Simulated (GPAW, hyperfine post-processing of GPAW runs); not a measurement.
# From spin density to shift: 25Mg in BaMgMnO3

A spin-polarised calculation (DFT, revPBE+U, plane-wave PAW, GPAW setups, collinear spin, scalar-relativistic; GPAW) with all Mn moments parallel (S = 2.5 each) puts a spin density ρ↑ − ρ↓ of 0.1228 e/Å³, counted along the moments, at one Mg nucleus (5 Mn through links of 92 to 95° (8) and 178° (1)). Take g = 2, spin-only moments and Θ = 0 K (a pure Curie law); γ/2π of 25Mg is -2.6083 MHz/T.

**Task.** Find the contact field, the hyperfine constant and the contact shift at 330 K and 270 K, supposing that the crystal is a paramagnet with these local moments at both.

1. A spin density ρ_s carries a moment density μB ρ_s, and the contact field is B_c = (2μ₀/3) μB ρ_s. For 1 e/Å³ that is 7.769 T, so B_c = 0.954 T.

2. With H = A S·I summed over the ions, A = γB_c/(2πS) = -2.6083 × 0.954 / 2.5 = -0.995 MHz.

3. In a field B0 the paramagnet reaches only a fraction of saturation, M/M_sat = g μB (S + 1) B0 / [3 k_B (T − Θ)]. At 330 K this is 4.7495e-03 per tesla, or 5.56 % at 11.7 T.

4. The shift is that fraction of B_c over B0, so B0 drops out: δ = 0.954 × 4.7495e-03 × 10⁶ = 4530 ppm at 330 K.

5. At 270 K it scales by (330 − Θ)/(270 − Θ) = 1.222, to 5540 ppm.

6. The sign says that the spin at the nucleus is parallel to the Mn moments, as where half-filled orbitals delocalise onto the site. Over this level and the 5 others of the session's ladder with the same moment and an open gap (any hybrids aside), the field runs from 0.837 to 1.43 T. Spin flips in this cell gave a rough Θ of -154 K, not relied on, which would scale the first shift by 0.68. Orbital and pseudocontact parts are not included.

[Hosts, paths, dates, database ids (printed as entryN), source tags and the programs' standing remarks are cut or masked in the printed files.]
